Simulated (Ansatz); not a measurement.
**HfO2 (model cell, started as fluorite): the cell at rest**

Wanted: the relaxed cell of HfO2 (model cell, started as fluorite).

Main program and level: Ansatz 0.2.0; DFT LDA, scalar-relativistic, plane waves, PAW; PAW set soft_1.

This is a report of a sequence of runs, with most program output left out.

### 1. Set-up

It takes space group Fm-3m (No. 225, cubic). Conventional cell: a = 5.050 Å, b = 5.050 Å, c = 5.050 Å, α = 90.00°, β = 90.00°, γ = 90.00°. Nearest to Hf lie 8 O at 2.19 Å. O has 4 Hf at 2.19 Å nearest. Farther neighbours and most contacts between anions are not listed.

Structure file:

```cif
data_structure
_symmetry_space_group_name_H-M 'P 1'
_symmetry_Int_Tables_number 1
_cell_length_a 3.5709
_cell_length_b 3.5709
_cell_length_c 3.5709
_cell_angle_alpha 60.000
_cell_angle_beta 60.000
_cell_angle_gamma 60.000
_cell_volume 32.20
loop_
_atom_site_label
_atom_site_type_symbol
_atom_site_fract_x
_atom_site_fract_y
_atom_site_fract_z
_atom_site_occupancy
Hf1 Hf 0.00000 0.00000 0.00000 1
O2 O 0.25000 0.25000 0.25000 1
O3 O 0.75000 0.75000 0.75000 1
```

### 2. Probe on a coarse mesh

First a cheap look: the gap decides the mesh and the occupations, the pressure tells how far the cell has to move.

The input, input.yaml:

```yaml
crystal:
  lattice:
    - [0.0, 2.525, 2.525]
    - [2.525, 0.0, 2.525]
    - [2.525, 2.525, 0.0]
  atoms:
    - { symbol: Hf, position: [0.0, 0.0, 0.0] }
    - { symbol: O, position: [0.25, 0.25, 0.25] }
    - { symbol: O, position: [0.75, 0.75, 0.75] }
kpoints:
  mp_grid: { grid: [6, 6, 6] }
hamiltonian:
  xc: lda
  pseudopotentials: { kind: paw, azcp: { folder: soft_1 }, xc_functional: pbe }
scf:
  occupations: { method: gaussian, width: 0.1 }
output:
  forces: true
  stress: true
  eigenvalues: true
```

Started as:

```console
ansatz run input.yaml --threads 8 --pin off --max-ram 16384MiB --backend cpu --events-out ev --progress --plain --runs-dir out
```

Elapsed: 0.69 s, on 8 threads of Intel Xeon at 2.70GHz, shared host; peak memory 0.34 GiB; 2.1 s of CPU time.

A gap read on the k-mesh alone can miss the band edges.

This step gave:

| Item | Value |
| --- | --- |
| pressure | -7.645 GPa |
| gap on the k-mesh | 3.597 eV |
| volume per atom | 10.73 Å³ |
| direct gap on mesh | 3.597 eV |

The coarse mesh shows a gap of 3.60 eV and a pressure of -7.6 GPa.

### 3. Relaxation

The cell and atoms are relaxed, since residual forces and stress would shift the frequencies.

input.yaml, the sections that differ from step 2:

```yaml
kpoints:
  mp_grid: { grid: [8, 8, 8] }
scf:
  occupations: { method: gaussian, width: 0.02 }
relax:
  adjacent_minimum: "off"
  f_tol: 0.005
  max_steps: 80
  cell: { stress_tol: 0.05 }
# crystal, hamiltonian, output: as in step 2
```

Elapsed: 3.3 s, on 8 threads; peak memory 0.39 GiB.

The steps of the relaxation:

| step | energy less that of the first step (eV) | largest force component (eV/Å) | pressure (GPa) | volume (Å³) |
| --- | --- | --- | --- | --- |
| 1 | 0.0000 | 0.0000 | -7.65 | 32.20 |
| 2 | -0.0263 | 0.0000 | 1.60 | 31.14 |
| 3 | -0.0262 | 0.0000 | -0.07 | 31.31 |
| 4 | -0.0263 | 0.0000 | 0.00 | 31.31 |
| 5* | -0.0222 | 0.0000 | -0.22 | 31.31 |
| 6 | -0.0224 | 0.0000 | 0.00 | 31.28 |
| 7* | -0.0221 | 0.0000 | 0.00 | 31.28 |

Relaxation steps marked * repeat the geometry before them on a plane-wave basis chosen anew for their cell, so energy and pressure can jump there.

Forces are held to the 48 operations that the run works with; a distortion that breaks them can't arise in this run.

| conventional cell, symmetrised | before | after | change |
| --- | --- | --- | --- |
| a (Å) | 5.050 | 5.002 | -1.0 % |
| b (Å) | 5.050 | 5.002 | -1.0 % |
| c (Å) | 5.050 | 5.002 | -1.0 % |
| volume (Å³/atom) | 10.73 | 10.43 | -2.8 % |

Final coordinates:

```cif
data_structure
_symmetry_space_group_name_H-M 'P 1'
_symmetry_Int_Tables_number 1
_cell_length_a 3.5368
_cell_length_b 3.5368
_cell_length_c 3.5368
_cell_angle_alpha 60.000
_cell_angle_beta 60.000
_cell_angle_gamma 60.000
_cell_volume 31.28
loop_
_atom_site_label
_atom_site_type_symbol
_atom_site_fract_x
_atom_site_fract_y
_atom_site_fract_z
_atom_site_occupancy
Hf1 Hf 0.00000 0.00000 0.00000 1
O2 O 0.25000 0.25000 0.25000 1
O3 O 0.75000 0.75000 0.75000 1
```

This step gave:

```
pressure           : -0.003719 GPa
gap on the k-mesh  : 3.661 eV
volume per atom    : 10.43 Å³
direct gap on mesh : 3.661 eV
```

In this step the volume went from 10.73 to 10.43 Å³/atom.

### 4. Tight relaxation

Phonons need a cell at rest on their own settings, so the relaxation is repeated with tight tolerances on forces and stress on the k mesh and occupations of the first response run.

input.yaml, the sections that differ from step 3:

```yaml
crystal:
  lattice:
    - [0.0, 2.5008814195, 2.5008814195]
    - [2.5008814195, 0.0, 2.5008814195]
    - [2.5008814195, 2.5008814195, 0.0]
  atoms:
    - { symbol: Hf, position: [0.0, 0.0, 0.0] }
    - { symbol: O, position: [0.25, 0.25, 0.25] }
    - { symbol: O, position: [0.75, 0.75, 0.75] }
scf:
  occupations: { method: fixed }
relax:
  adjacent_minimum: "off"
  f_tol: 0.001
  max_steps: 60
  cell: { stress_tol: 0.01 }
# kpoints, hamiltonian, output: as in step 3
```

Elapsed: 1.1 s, on 8 threads; peak memory 0.37 GiB; 4.4 s of CPU time.

Little changed from the start: no atom moved by 0.005 Å and no cell edge by 0.1 %.

Numbers from this step:

* pressure: -0.003711 GPa

The forces vanish by symmetry and the pressure is -0.004 GPa, within the tolerances set. The cell now holds 10.43 Å³/atom.

### 5. What came out

- space group after relaxation (within 0.01 Å): Fm-3m
- lattice constant a: 5.002 Å
- lattice constant b: 5.002 Å
- lattice constant c: 5.002 Å
- volume per atom: 10.4 Å³
- gap on the k-mesh: 3.66 eV

**Reading.** The forces vanish by symmetry and the pressure is -0.004 GPa, within the tolerances set. The cell now holds 10.43 Å³/atom. The relaxation keeps the symmetry of its start, so it says nothing on stability against lower symmetry. Spin-orbit coupling is left out, which can matter for the heavy elements here. The PAW files were made for PBE and serve the other functionals too. The starting cell was built on a prototype and not taken from a measurement, so the phase need not exist.

[Logs are printed without paths, hosts, clocks, repeated set-up lines and the standing remarks that a program may print on its own settings, such as how far it seeks lower states.]

[Hosts, paths, dates, database ids (printed as entryN), source tags and the programs' standing remarks are cut or masked in the printed files.]
